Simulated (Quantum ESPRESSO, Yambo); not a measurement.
# Excitons of BaTiO3 (P4mm): kernels and approximations, part 3 of 3

Aim: the absorption spectrum of BaTiO3 (P4mm) with electron-hole interaction, and what each part of the kernel does.

Quantum ESPRESSO 7.5 and Yambo 5.3.0; PBE and many-body steps on it, plane waves. Known limits of the many-body steps: not at the basis limit; coarse k mesh; bindings not settled in the k mesh.

So far. Step 9 (Finite momentum (q 3)): The lowest state lies at 3.296 eV.

The database entry behind the starting cell differs from later determinations by our own check (c/a about 0.6 % short), so it need not match the best structure at ambient conditions.

**12. Empty states on the mesh, 6×6×6 mesh, 56 bands**

This step: Quantum ESPRESSO 7.5; DFT, PBE with spin-orbit coupling, plane waves, norm-conserving pseudopotentials.

pw.in

```
&control
  calculation = 'nscf'
  prefix = 'x'
  outdir = 'o'
  pseudo_dir = 'pseudo'
/
&system
  ibrav = 0
  nat = 5
  ntyp = 3
  ecutwfc = 76.0
  nbnd = 56
  force_symmorphic = .true.
  noncolin = .true.
  lspinorb = .true.
/
&electrons
  conv_thr = 1e-9
  electron_maxstep = 80
  diago_full_acc = .true.
  diago_thr_init = 5e-6
/
ATOMIC_SPECIES
  Ba 137.33 Ba.upf
  Ti 47.867 Ti.upf
  O 15.999 O.upf
CELL_PARAMETERS angstrom
  3.9998000000 0.0000000000 0.0000000000
  0.0000000000 3.9998000000 0.0000000000
  0.0000000000 0.0000000000 4.0180000000
ATOMIC_POSITIONS crystal
  Ba 0.0000000000 0.0000000000 0.0000000000
  Ti 0.5000000000 0.5000000000 0.4900000000
  O 0.5000000000 0.5000000000 0.0190000000
  O 0.5000000000 0.0000000000 0.5170000000
  O 0.0000000000 0.5000000000 0.5170000000
K_POINTS automatic
  6 6 6 0 0 0
```

Started as:

```
$ OMP_NUM_THREADS=1 mpirun -n 4 pw.x -nk 4 -in pw.in > pw.out
```

The program printed:

```text
[banner, memory and clock lines left out]
Program PWSCF v.7.5 starts

     Atomic positions and unit cell read from directory:
     o/x.save/

     Message from routine setup:
     using ibrav=0 with symmetry is DISCOURAGED, use correct ibrav instead

     G-vector sticks info

     bravais-lattice index     =            0
     lattice parameter (alat)  =       7.5585  a.u.
     unit-cell volume          =     433.7935 (a.u.)^3
     number of atoms/cell      =            5
     number of atomic types    =            3
     number of electrons       =        40.00
[...]
-0.8996  -0.8996   1.0156   1.0156   1.0165   1.0165   7.9362   7.9362
[...]
k = 0.0000 0.0000 0.1659 (  4865 PWs)   bands (ev):

[...]
k = 0.0000 0.0000 0.3318 (  4857 PWs)   bands (ev):

[...]
12.3359  12.3359  13.6311  13.6311  13.6552  13.6552  14.4446  14.4446
    16.0946  16.0946  16.9296  16.9296  17.2361  17.2361  18.7189  18.7189

          k = 0.0000 0.0000-0.4977 (  4878 PWs)   bands (ev):

     [... further k-points ...]

     highest occupied, lowest unoccupied level (ev):    10.4002   12.2248

     XML data file, pseudopotentials, collected wavefunctions
```

Wall time 35 s (4 MPI ranks of Arm Neoverse V1, shared host); peak memory 0.46 GiB; 2.3 min of CPU time.

Numbers from this step:

```
gap                                                           : 1.825 eV
k of the valence top                                          : -0.5, -0.5, -0.5
k of the conduction bottom                                    : 0, 0, 0
least direct gap                                              : 2.058 eV
k points computed                                             : 40
lowest point of the top converged band, above the valence top : 7.353 eV
```

On this mesh the gap is 1.825 eV.

**13. Conversion and set-up**

This step: Yambo 5.3.0; conversion and set-up on PBE with spin-orbit coupling, plane waves, norm-conserving pseudopotentials.

Started as:

```
$ (cd o/x.save; p2y > p2y.log; mv SAVE ../..); yambo > setup.log
```

The program printed:

```text
 Yambo, version 5.3.0

 [02] CORE Variables Setup
 =========================

  [02.01] Unit cells
  ==================

  Cell kind             :  Unknown
  Atoms in the cell     :  Ba  Ti  O
  number of Ba atoms    :  1
  number of Ti atoms    :  1
  number of O  atoms    :  3

  List of atomic masses
  Mass of Ba    :  137.3300
  Mass of Ti    :  47.86700
  Mass of O     :  15.99900

  List of atomic coordinates    : [cc]
  Ba1       :  0.000000  0.000000  0.000000  order 1
  Ti1       :  3.779263  3.779263  3.720531  order 2
[...]
K/Q-points units:
 rlu = crystal or reduced units; cc = cartesian coordinates; iku = interal k-units

 Q [ 1]         [rlu]:  0.000000  0.000000  0.000000
 Q [ 2]         [rlu]:  0.000000  0.000000  0.166667
 Q [ 3]         [rlu]:  0.000000  0.000000  0.333333
[...]
Q [ 8]         [rlu]:  0.000000  0.166667 -0.500000
 Q [ 9]         [rlu]:  0.000000  0.333333  0.000000
 Q [10]         [rlu]:  0.000000  0.333333  0.166667
     [... 28 further rows ...]
 Q [39]         [rlu]: -0.500000 -0.500000  0.333333
 Q [40]         [rlu]: -0.500000 -0.500000 -0.500000

  [03.01] X indexes
  =================

   [03.01.01] Sigma indexes
   ========================

 [06] Game Over & Game summary
```

It took 6.3 s on 1 MPI rank; peak memory 0.26 GiB.

**14. k mesh (6×6×6)**

This step: Bethe-Salpeter equation on PBE with a scissors shift with spin-orbit coupling, plane waves, norm-conserving pseudopotentials.

bse11.in

```
optics
bss
bse
em1s
dipoles
rim_cut
RandQpts= 1000000
RandGvec= 1 RL
Chimod= "HARTREE"
BSKmod= "SEX"
BSEmod= "resonant"
BSSmod= "d"
BSENGexx= 30 Ry
BSENGBlk= 4 Ry
% BSEQptR
 1 | 1 |
%
% BSEBands
 37 | 46 |
%
% BEnRange
 0 | 7 | eV
%
% BDmRange
 0.1 | 0.1 | eV
%
BEnSteps= 141
% BLongDir
 1 | 0 | 0 |
%
% BndsRnXs
 1 | 56 |
%
NGsBlkXs= 4 Ry
% LongDrXs
 1 | 1 | 1 |
%
% KfnQP_E
 1.54 | 1.0 | 1.0 |
%
WRbsWF
```

Started as:

```
$ OMP_NUM_THREADS=1 mpirun -n 4 yambo -F bse11.in -J bse11 -C bse11 > bse11.log
```

The program printed:

```text
 Yambo, version 5.3.0

 [02] CORE Variables Setup
 =========================

  [... cell, symmetries and grids as in the set-up ...]

  [02.05] Energies & Occupations
  ==============================

  [X] === General ===
  [X] Electronic Temperature                        :  0.000000  0.000000 [eV K]
  [X] Bosonic    Temperature                        :  0.000000  0.000000 [eV K]
  [X] Finite Temperature mode                       : no
  [X] El. density                                   :  0.62226E+24 [cm-3]
[...]
[08.01.04] Independent Particles properties @q1
   ===============================================

   ==========================================================

   [BSE] Exchange components :  1221
   [BSE] Correlation components :   65  273

    [08.01.05.01] Screened interaction header I/O
    =============================================

    [08.01.05.02] Main kernel loop
    ==============================

    [08.01.05.03] Wave-Function Phases
    ==================================

    [BSE] WF phases found       :  56.34375 [o/o]

   [08.01.06] BSE solver(s) @q1
   ============================

   [08.01.07] Diago Solver @q1
   ===========================

 [11] Game Over & Game summary
```

It took 16 min on 4 MPI ranks; peak memory 3 GiB; 66 min of CPU time.

Numbers from this step:

```yaml
transitions_in_the_window: 5184
direct_gap_of_the_transition_levels: 3.598 eV
lowest_state: 3.266 eV
first_strong_exciton_over_a_fiftieth_of_the_strongest_listed: 3.269 eV
binding_of_the_lowest_state_below_the_direct_gap: 0.3317 eV
coulomb_term_of_one_mesh_cell: 0.3139 eV
```

The binding is 1.1 times the screened Coulomb term of one mesh cell (0.31 eV), so it is not shown settled.

The lowest state lies at 3.266 eV, 0.332 eV under the direct gap.

The window of bands is narrower than in the first exciton run, so this row is not like for like with it.

**15. The runs together**

Times are wall times on 4 MPI ranks of Arm Neoverse V1, shared host, good to a factor of about two.

| run | mesh | transitions | broadening (eV) | direct gap (eV) | lowest state (eV) | binding (eV) | mesh cell's term (eV) | tallest peak (eV) | height | time |
| --- | --- | --- | --- | --- | --- | --- | --- | --- | --- | --- |
| excitons | 4×4×4 | 3072 | 0.1 | 3.598 | 3.173 | 0.425 | 0.415 | 4.75 | 9.99 | 3.8 min |
| levels from G0W0 | 4×4×4 | 2304 | 0.1 | 3.598 | 3.184 | 0.413 | 0.415 | 5.20 | 7.97 | 61 s |
| beyond Tamm-Dancoff | 4×4×4 | 1024 | 0.1 | 3.598 | 3.184 | 0.414 | 0.415 | 5.00 | 4.15 | 49 s |
| finite momentum (q 2) | 4×4×4 | 1536 | 0.1 | - | 3.239 | - | - | 4.75 | 3.50 | 45 s |
| finite momentum (q 3) | 4×4×4 | 1536 | 0.1 | - | 3.296 | - | - | 5.10 | 1.52 | 46 s |
| RPA with local fields (no direct term) | 4×4×4 | 3072 | 0.1 | 3.598 | - | - | - | 5.75 | 9.34 | 9.3 s |
| k mesh (6×6×6) | 6×6×6 | 5184 | 0.1 | 3.598 | 3.266 | 0.332 | 0.314 | 5.05 | 4.51 | 16 min |

**16. Results**

* excitons: lowest state 3.173 eV (not settled in the k mesh)
* levels from G0W0: lowest state 3.184 eV (not settled in the k mesh)
* beyond Tamm-Dancoff: lowest state 3.184 eV (not settled in the k mesh)
* finite momentum (q 2): lowest state 3.239 eV (not settled in the k mesh)
* finite momentum (q 3): lowest state 3.296 eV (not settled in the k mesh)
* RPA with local fields (no direct term): tallest peak 5.8 eV
* k mesh (6×6×6): lowest state 3.266 eV (not settled in the k mesh)

What this shows: On the 4×4×4 mesh the lowest exciton lies at 3.173 eV, 0.425 eV below the direct gap; one cell of the mesh carries a screened Coulomb term of 0.41 eV by a cubic estimate, rough for this lattice, so this binding is not shown settled. That state is dark or weak; the first strong one lies at 3.177 eV. Bindings below are those of the lowest state. Levels from G0W0, against «excitons (4×4×4)»: the lowest state moves by +0.011 eV (keys changed: BSEBands, BEnRange, KfnQP_E, BEnSteps and the band window). Beyond Tamm-Dancoff, against «excitons (4×4×4)»: the lowest state moves by +0.011 eV (keys changed: BSEBands, BSEmod, BEnRange, BEnSteps and the band window). Finite momentum (q 2), against «excitons (4×4×4)»: the lowest state moves by +0.066 eV (keys changed: BSEBands, BSEQptR, BEnRange, BEnSteps and the band window). Finite momentum (q 3), against «excitons (4×4×4)»: the lowest state moves by +0.123 eV (keys changed: BSEBands, BSEQptR, BEnRange, BEnSteps and the band window). RPA with local fields (no direct term), against «excitons (4×4×4)»: the tallest peak goes from 4.75 eV to 5.75 eV (keys changed: BSKmod, BSSmod and BSHayTrs). k mesh (6×6×6), against «excitons (4×4×4)»: the lowest state moves by +0.093 eV (keys changed: BndsRnXs, NGsBlkXs, BSEBands, BSENGBlk, BEnRange, BEnSteps, the mesh and the band window). A rigid shift treats all transitions alike. In the G0W0 table the openings from the upper filled bands to the empty bands at the same k run from +1.54 to +2.06 eV (median +1.85), where the shift is +1.54 eV, so peaks stand off by such differences. Lines within a few meV of each other can be one level split by numerical noise, or distinct levels. Screening is static and electronic alone, and only transitions inside the band window count. The 4×4×4 mesh is coarse for this cell, which bears on the long-range parts of exchange and screening.

[Paths, hosts, dates, memory and timing lines, banners, echoed tables and standing remarks are left out of the program output.]

[Logs are printed without paths, hosts, clocks, repeated set-up lines and the standing remarks that a program may print on its own settings, such as how far it seeks lower states.]

[Runs of the session that timed out or met a known fault of the program may be left out.]

[Hosts, paths, dates, database ids (printed as entryN), source tags and the programs' standing remarks are cut or masked in the printed files.]
